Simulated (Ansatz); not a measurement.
**NaGeCl3 in Amm2, a phase reached by a soft mode: following an unstable mode**

Which phase does NaGeCl3 in Amm2, a phase reached by a soft mode fall into along its unstable mode, and how much energy does it gain?

Calculated with Ansatz 0.2.0; DFT PBEsol, scalar-relativistic, plane waves, PAW; PAW set soft_1.

Report form: the programs' logs are mostly left out.

The structure was built from a prototype and need not be the compound's stable phase.

## Step 1: Starting point

It takes space group Amm2 (No. 38, orthorhombic). The conventional cell has a = 5.152 Å, b = 6.795 Å, c = 8.622 Å, α = 90.00°, β = 90.00°, γ = 90.00°. Nearest to Na lie 5 Cl at 2.73 to 3.06 Å. Nearest to Ge lie 4 Cl at 2.36 to 2.58 Å. Cl has 1 Ge at 2.36 Å and 2 Na at 3.06 Å nearest. Nearest to Cl lie 2 Ge at 2.58 Å and 1 Na at 2.73 Å. Farther neighbours and most contacts between anions are not listed.

Structure file:

```cif
data_structure
_symmetry_space_group_name_H-M 'Amm2'
_symmetry_Int_Tables_number 38
_cell_length_a 5.1517
_cell_length_b 6.7952
_cell_length_c 8.6222
_cell_angle_alpha 90.000
_cell_angle_beta 90.000
_cell_angle_gamma 90.000
_cell_volume 301.84
loop_
_atom_site_label
_atom_site_type_symbol
_atom_site_symmetry_multiplicity
_atom_site_Wyckoff_symbol
_atom_site_fract_x
_atom_site_fract_y
_atom_site_fract_z
_atom_site_occupancy
Na1 Na 2 a 0.00000 0.50000 0.33355 1
Ge1 Ge 2 b 0.50000 0.50000 0.99577 1
Cl1 Cl 4 e 0.50000 0.75719 0.81194 1
Cl2 Cl 2 a 0.00000 0.50000 0.01675 1
```

## Step 2: Modes at Γ

This phase was reached earlier by freezing in an unstable mode of a structure of higher symmetry and relaxing. Its zone-centre modes can show that it is still unstable.

input.yaml

```yaml
crystal:
  lattice:
    - [5.1516924335, 0.0, 0.0]
    - [0.0, 3.3976008629, 4.3111189193]
    - [0.0, -3.3976008629, 4.3111189193]
  atoms:
    - { symbol: Na, position: [0.0, 0.8335455851, 0.8335455851] }
    - { symbol: Ge, position: [0.5, 0.4957706383, 0.4957706383] }
    - { symbol: Cl, position: [0.5, 0.569130437, 0.0547416565] }
    - { symbol: Cl, position: [0.5, 0.0547416565, 0.569130437] }
    - { symbol: Cl, position: [0.0, 0.5167499289, 0.5167499289] }
kpoints:
  mp_grid: { grid: [8, 8, 8] }
hamiltonian:
  xc: pbesol
  pseudopotentials: { kind: paw, azcp: { folder: soft_1 }, xc_functional: pbe }
scf:
  occupations: { method: fixed }
output:
  eigenvalues: true
phonons:
  method: dfpt
  dielectric: true
  rigid_motions: translations
```

Run with:

```sh
ansatz run input.yaml --threads 8 --pin off --max-ram 16384MiB --backend cpu --events-out ev --progress --plain --runs-dir out
```

It took 4.5 min on 8 threads of Arm Neoverse V1, shared host; peak memory 4.5 GiB.

Numbers from this step:

| Item | Value |
| --- | --- |
| gap on the k-mesh | 1.390 eV |
| volume per atom | 30.18 Å³ |
| sum-rule residual before enforcement | 6.61e-5 eV/Å² |
| miss of the charge sum rule | 0.01410 e |
| estimated error of the dielectric tensor | 0.1477 |
| estimated error of the Born charges | 0.1688 e |
| point group | mm2 |
| highest optical mode at the zone centre (no LO-TO term) | 260.1 cm⁻¹ |
| lowest optical zone-centre mode | -46.15 cm⁻¹ |
| mean high-frequency dielectric constant | 4.181 |
| largest Born charge (third of the trace) | 3.407 e |
| top of the zone-centre spectrum with the field | 307.8 cm⁻¹ |

Without the LO-TO term. Patterns of degenerate modes are one choice out of their space. The modes at Γ (shares of kinetic energy by element, %) (negative means imaginary):

```csv
mode,frequency (cm⁻¹),symmetry,Na %,Ge %,Cl %
1,-46.1,B1,1,19,80
2,-38.9,B2,36,1,63
3,0.0,acoustic,11,36,53
4,0.0,acoustic,11,36,53
5,0.0,acoustic,11,36,53
6,37.1,B2,31,5,64
7,56.7,B1,87,10,3
8,75.7,A2,0,0,100
9,79.1,B2,20,17,64
10,84.0,A1,29,9,62
11,115.9,B1,0,35,64
12,136.5,A1,7,24,69
13,163.1,A1,52,2,46
14,216.7,B2,1,42,57
15,260.1,A1,0,29,71
```

Displacements in mode 1 (-46.1 cm⁻¹), the largest set to 1:
```
Na1 -0.15  0.00  0.00
Ge2 -0.35  0.00  0.00
Cl3 -0.10  0.00  0.00
Cl4 -0.10  0.00  0.00
Cl5  1.00  0.00  0.00
```

Displacements in mode 14 (216.7 cm⁻¹), the largest set to 1:
```
Na1  0.00 -0.33  0.00
Ge2  0.00  1.00  0.00
Cl3  0.00 -0.90  0.77
Cl4  0.00 -0.90 -0.77
Cl5  0.00 -0.04  0.00
```

Before it was imposed, the acoustic sum rule was missed by 6.6e-5 eV/Å² and the charge sum rule by 0.014 e. Small misses are needed for a sound result but don't prove that mesh and cutoff are converged. The lowest optical mode is imaginary, 46.1i cm⁻¹, so the energy falls along it.

The log warns of the k mesh: “the force constants stand on the 8×8×8 k-mesh, whose period is 10.49 times the interband length at k = (-0.5000, -0.5000, -0.5000), direct gap 1.390 eV, under 14: take them and everything formed from them as unconverged”.

## Step 3: The mode frozen in, largest atomic shift 0 Å

The mode followed lies at Γ with frequency 46.1i cm⁻¹, the softest among the wavevectors solved. At small amplitude the distorted cell has space group no. 8 by a symmetry search on the positions. The undistorted cell that holds it gives the zero of energy on the same k mesh.

Edit input.yaml of step 2 so:

```diff
@@ -17,8 +17,6 @@
 scf:
-  occupations: { method: fixed }
+  occupations: { method: gaussian, width: 0.02 }
 output:
+  forces: true
+  stress: true
   eigenvalues: true
-phonons:
-  method: dfpt
-  dielectric: true
-  rigid_motions: translations
```

Run time: 7.1 s. Hardware: 8 threads; peak memory 0.72 GiB.

This step gave:

```yaml
pressure: 6.34e-4 GPa
energy_from_the_undistorted_cell: 0 meV/atom
```

At this level the gap is 1.39 eV on the k-mesh of the self-consistent run, which can miss the band edges.

## Step 4: The mode frozen in, largest atomic shift 0.04 Å

The atoms are moved along the unstable eigenvector, the largest shift by 0.04 Å, with the cell fixed.

input.yaml, the sections that differ from step 3:

```yaml
crystal:
  lattice:
    - [5.1516924335, 0.0, 0.0]
    - [0.0, 3.3976008629, 4.3111189193]
    - [0.0, -3.3976008629, 4.3111189193]
  atoms:
    - { symbol: Na, position: [0.0011884529, 0.8335455851, 0.8335455851] }
    - { symbol: Ge, position: [0.502682875, 0.4957706383, 0.4957706383] }
    - { symbol: Cl, position: [0.5007485174, 0.569130437, 0.0547416565] }
    - { symbol: Cl, position: [0.5007485174, 0.0547416565, 0.569130437] }
    - { symbol: Cl, position: [-0.0077644387, 0.5167499289, 0.5167499289] }
# kpoints, hamiltonian, scf, output: as in step 3
```

It took 9.9 s on 8 threads; peak memory 0.83 GiB.

Numbers from this step:

| Item | Value |
| --- | --- |
| pressure | 0.02442 GPa |
| gap on the k-mesh | 1.418 eV |
| energy from the undistorted cell | -0.044 meV/atom |

The energy, extrapolated to zero smearing, is -0.04 meV/atom against the undistorted cell.

The run ends at a pressure of 0.02 GPa, with forces up to 0.0064 eV/Å.

## Step 5: Energy along the mode, all amplitudes (two of the runs are shown above)

An imaginary frequency means negative curvature, so the energy should fall and then rise again as anharmonic terms take over.

Numbers from this step:

* depth at the lowest point sampled: 0.044 meV/atom
* largest atomic shift at that point: 0.04 Å

The energy from the parent by largest atomic shift:

```csv
largest atomic shift (Å),energy from the parent (meV/atom)
0.0000,0
0.0400,-0.044
0.0800,-0.028
0.1400,1.12
0.2200,8.86
```

Displacement at unit largest shift by atom:

```csv
atom,x (Å),y (Å),z (Å),size
Na1,0.15,0.00,0.00,0.15
Ge2,0.35,0.00,0.00,0.35
Cl3,0.10,0.00,0.00,0.10
Cl4,0.10,0.00,0.00,0.10
Cl5,-1.00,0.00,0.00,1.00
```

The lowest of the steps tried is at 0.04 Å, 0.044 meV/atom below the parent; the bottom of the well need not coincide with a step.

## Step 6: Relaxation from the frozen mode

Starting from the lowest point found, all atoms and the cell are let go, so that strain and other modes of the same symmetry can join in.

Edit input.yaml of step 4 so:

```diff
@@ -17,3 +17,3 @@
 scf:
-  occupations: { method: gaussian, width: 0.02 }
+  occupations: { method: fixed }
 output:
@@ -22 +22,6 @@
   eigenvalues: true
+relax:
+  adjacent_minimum: "off"
+  f_tol: 0.002
+  max_steps: 120
+  cell: { stress_tol: 0.03 }
```

Run time: 93 s. Hardware: 8 threads; peak memory 0.93 GiB; 12 min of CPU time.

The steps of the relaxation:

```csv
step,energy less that of the first step (eV),largest force component (eV/Å),pressure (GPa),volume (Å³)
1,0.0000,0.0064,0.02,150.92
2,0.0000,0.0073,0.01,151.02
3,-0.0001,0.0100,-0.01,151.15
4,-0.0001,0.0112,-0.02,151.31
5,-0.0001,0.0088,0.01,151.63
6,-0.0003,0.0028,0.00,151.57
7,-0.0003,0.0009,0.00,151.48
8,-0.0003,0.0021,0.00,151.49
9,-0.0003,0.0002,0.00,151.49
10*,-0.0003,0.0002,0.00,151.49
```

Relaxation steps marked * repeat the geometry before them on a plane-wave basis chosen anew for their cell, so energy and pressure can jump there. Relaxation step 8 was tried and not accepted.

The run keeps the 2 symmetry operations that it works with, so distortions that break them were not tested.

```csv
cell as run,before,after,change
a (Å),5.152,5.165,+0.3 %
b (Å),5.489,5.493,+0.1 %
c (Å),5.489,5.493,+0.1 %
α (°),76.48,76.43,-0.1 %
β (°),90.00,90.30,+0.3 %
γ (°),90.00,90.30,+0.3 %
volume (Å³/atom),30.18,30.30,+0.4 %
```

The atoms that moved most (Å, as changes of fractional coordinates times the final cell):

```csv
atom,dx,dy,dz,length
Cl5,-0.035,0.000,0.001,0.035
Na1,0.025,0.000,-0.003,0.025
Ge2,0.011,0.000,-0.001,0.011
```

Numbers from this step:

* pressure: -1.64e-4 GPa
* gap on the k-mesh: 1.491 eV
* volume per atom: 30.30 Å³

The distorted start has space group Cm; the relaxation ends in Cm.

## Step 7: The new phase in its own primitive cell

The relaxed structure is symmetrised, reduced to its primitive cell and relaxed tightly, as its phonons need.

input.yaml, the sections that differ from step 6:

```yaml
crystal:
  lattice:
    - [4.3160134404, -3.3980480418, 0.0]
    - [4.3160134404, 3.3980480418, 0.0]
    - [-0.0338824286, 0.0, 5.1646103997]
  atoms:
    - { symbol: Na, position: [0.8332225811, 0.8332225811, 0.0060676717] }
    - { symbol: Ge, position: [0.4957019175, 0.4957019175, 0.504893303] }
    - { symbol: Cl, position: [0.5693095255, 0.0548172768, 0.5005716232] }
    - { symbol: Cl, position: [0.0548172768, 0.5693095255, 0.5005716232] }
    - { symbol: Cl, position: [0.516886945, 0.516886945, 0.9854997029] }
relax:
  adjacent_minimum: "off"
  f_tol: 0.001
  max_steps: 60
  cell: { stress_tol: 0.01 }
# kpoints, hamiltonian, scf, output: as in step 6
```

Wall time 21 s (8 threads); peak memory 0.91 GiB.

Little changed from the start: no atom moved by 0.005 Å and no cell edge by 0.1 %.

This step gave:

| Item | Value |
| --- | --- |
| direct gap on mesh | 1.491 eV |

The largest force component left is 0.21 meV/Å and the pressure is 0.000 GPa, within the tolerances set. The cell now holds 30.30 Å³/atom.

## Step 8: Modes of the new phase

A relaxed structure may still be a saddle point, so its zone-centre modes are computed. The response to a homogeneous field gives the Born charges and the dielectric tensor.

Edit input.yaml of step 7 so:

```diff
@@ -19,9 +19,6 @@
 output:
-  forces: true
-  stress: true
   eigenvalues: true
-relax:
-  adjacent_minimum: "off"
-  f_tol: 0.001
-  max_steps: 60
-  cell: { stress_tol: 0.01 }
+phonons:
+  method: dfpt
+  dielectric: true
+  rigid_motions: translations
```

Wall time 5 min (8 threads); peak memory 4.8 GiB; 38 min of CPU time.

Numbers from this step:

| Item | Value |
| --- | --- |
| sum-rule residual before enforcement | 6.43e-5 eV/Å² |
| miss of the charge sum rule | 0.009964 e |
| estimated error of the dielectric tensor | 0.09711 |
| estimated error of the Born charges | 0.1124 e |
| point group | m |
| highest optical mode at the zone centre (no LO-TO term) | 260.2 cm⁻¹ |
| lowest optical zone-centre mode | -38.63 cm⁻¹ |
| mean high-frequency dielectric constant | 4.064 |
| largest Born charge (third of the trace) | 3.294 e |
| top of the zone-centre spectrum with the field | 307.7 cm⁻¹ |

Without the LO-TO term. Patterns of degenerate modes are one choice out of their space. The modes at Γ (shares of kinetic energy by element, %) (negative means imaginary):

```csv
mode,frequency (cm⁻¹),symmetry,Na %,Ge %,Cl %
1,-38.6,A'',35,1,63
2,0.0,acoustic,11,36,53
3,0.0,acoustic,11,36,53
4,0.0,acoustic,11,36,53
5,36.7,A'',33,4,63
6,52.0,A',85,3,13
7,67.0,A'',9,7,84
8,78.7,A',9,10,81
9,84.8,A',23,15,62
10,87.2,A'',10,10,80
11,117.9,A',2,44,54
12,136.9,A',10,24,67
13,164.0,A',49,4,47
14,216.6,A'',1,42,57
15,260.2,A',0,29,71
```

Displacements in mode 1 (-38.6 cm⁻¹), the largest set to 1:
```
Na1  0.00 -1.00  0.00
Ge2  0.00  0.10  0.00
Cl3  0.47 -0.18  0.07
Cl4 -0.47 -0.18 -0.07
Cl5  0.00  0.81  0.00
```

Displacements in mode 12 (136.9 cm⁻¹), the largest set to 1:
```
Na1 -0.75  0.00 -0.11
Ge2  0.66  0.00 -0.12
Cl3 -0.51  1.00  0.17
Cl4 -0.51 -1.00  0.17
Cl5  0.15  0.00 -0.02
```

High-frequency dielectric tensor, which the program warns is not settled by the k meshes in reach. Tensor:

```csv
,x,y,z
x,3.585,0,0.025
y,0,3.465,0
z,0.025,0,5.142
```

Optical modes at the zone centre, without and with the macroscopic field of the longitudinal modes; each column is sorted by frequency, so a row need not hold one and the same mode. Modes with and without the field, by row:

```csv
rank among optical modes,no field (cm⁻¹),"q along (1, 0, 0) (cm⁻¹)","q along (0, 1, 0) (cm⁻¹)","q along (0, 0, 1) (cm⁻¹)"
1,-38.6,-38.6,-18.2,-38.6
2,36.7,36.7,52,36.7
3,52,52,59.8,59.4
4,67,67,77.5,67
5,78.7,80.2,78.7,83
6,84.8,86.5,84.8,87.2
7,87.2,87.2,97.4,109.9
8,117.9,118.9,117.9,136.7
9,136.9,136.9,136.9,163.8
10,164,175.5,164,216.6
11,216.6,216.6,260.2,258
12,260.2,307.7,286.8,268.7
```

Born charge (rows field, columns displacement) (e), principal values of the symmetric part by kind of site:

```csv
atom,atoms with these values,low,middle,high,mean
Na1,1,1.05,1.27,1.33,1.22
Ge2,1,2.56,2.76,4.56,3.29
Cl3,2,-2.84,-0.60,-0.43,-1.29
Cl5,1,-4.69,-0.60,-0.51,-1.93
```

In full for Cl3:

```
-1.51 -1.13  0.01
-1.27 -1.76  0.00
-0.02 -0.03 -0.60
```

Transverse modes; imaginary modes are left out. Infrared lines, with heights relative to the strongest:

```csv
position (cm⁻¹),label,relative intensity
37,A'',12
52,A',48
67,A'',2.7
79,A',100
85,A',46
87,A'',2.7
118,A',50
137,A',1.3
164,A',17
217,A'',77
260,A',64
```

Before it was imposed, the acoustic sum rule was missed by 6.4e-5 eV/Å² and the charge sum rule by 0.0100 e. Small misses are needed for a sound result but don't prove that mesh and cutoff are converged. The lowest optical mode is imaginary, 38.6i cm⁻¹, so the energy falls along it.

The log warns of the k mesh: “the force constants stand on the 8×8×8 k-mesh, whose period is 10.91 times the interband length at k = (-0.5000, -0.5000, -0.5000), direct gap 1.491 eV, under 14: take them and everything formed from them as unconverged”.

## Step 9: The phases reached

The phases reached along the modes that were followed are set side by side.

Energies are those of the first relaxation, on the mesh of the frozen mode; space group, volume and gap are those of the last relaxation. Phases, by row:

```csv
mode frozen in,space group,energy from parent (meV/atom),volume (Å³/atom),gap on mesh (eV),lowest zone-centre optical mode (cm⁻¹),largest shift (Å)
parent,Amm2,0,30.18,1.39,–,–
"q = (0, 0, 0), 46i cm⁻¹",Cm,-0.11,30.3,1.491,-38.6,0.072
```

## Step 10: What came out

```
unstable mode of the parent                                                      : q = (0, 0, 0), 46i cm⁻¹
depth at the lowest point sampled                                                : 0.044 meV/atom
largest atomic shift at that point                                               : 0.04 Å
space group reached (within 0.01 Å)                                              : Cm
energy gained over the parent (first relaxation, on the mesh of the frozen mode) : 0.109 meV/atom
volume per atom, phase reached                                                   : 30.3 Å³
gap on the k-mesh, phase reached                                                 : 1.49 eV
lowest optical zone-centre mode, phase reached                                   : -38.6 cm⁻¹
highest optical mode at the zone centre (no LO-TO term), phase reached           : 260 cm⁻¹
```

In words: Along this mode the structure falls into Cm, 0.109 meV/atom below the parent. At the parent's cell the well is 0.044 meV/atom deep on the steps tried, with its lowest point at a shift of 0.04 Å. Relaxing atoms and cell changes the gain by +0.07 meV/atom against the lowest step (energies at zero smearing). The new phase still has an imaginary mode at the zone centre of its cell, so it is a saddle point on the way to a lower structure. How so shallow a well moves with the k mesh was not tested. Each path keeps the symmetry of its pattern, so a lower phase may lie along a pattern not tried. With the field response the log warns that the k mesh is coarse for the force constants too, so the frequencies may not be converged. In at least one run the field response is not settled by the k meshes in reach, so its dielectric tensor, Born charges and longitudinal modes are rough. The PAW files were made for PBE and serve the other functionals too. The starting cell was built on a prototype and not taken from a measurement, so the phase need not exist.

[Logs are printed without paths, hosts, clocks, repeated set-up lines and the standing remarks that a program may print on its own settings, such as how far it seeks lower states.]

[Hosts, paths, dates, database ids (printed as entryN), source tags and the programs' standing remarks are cut or masked in the printed files.]
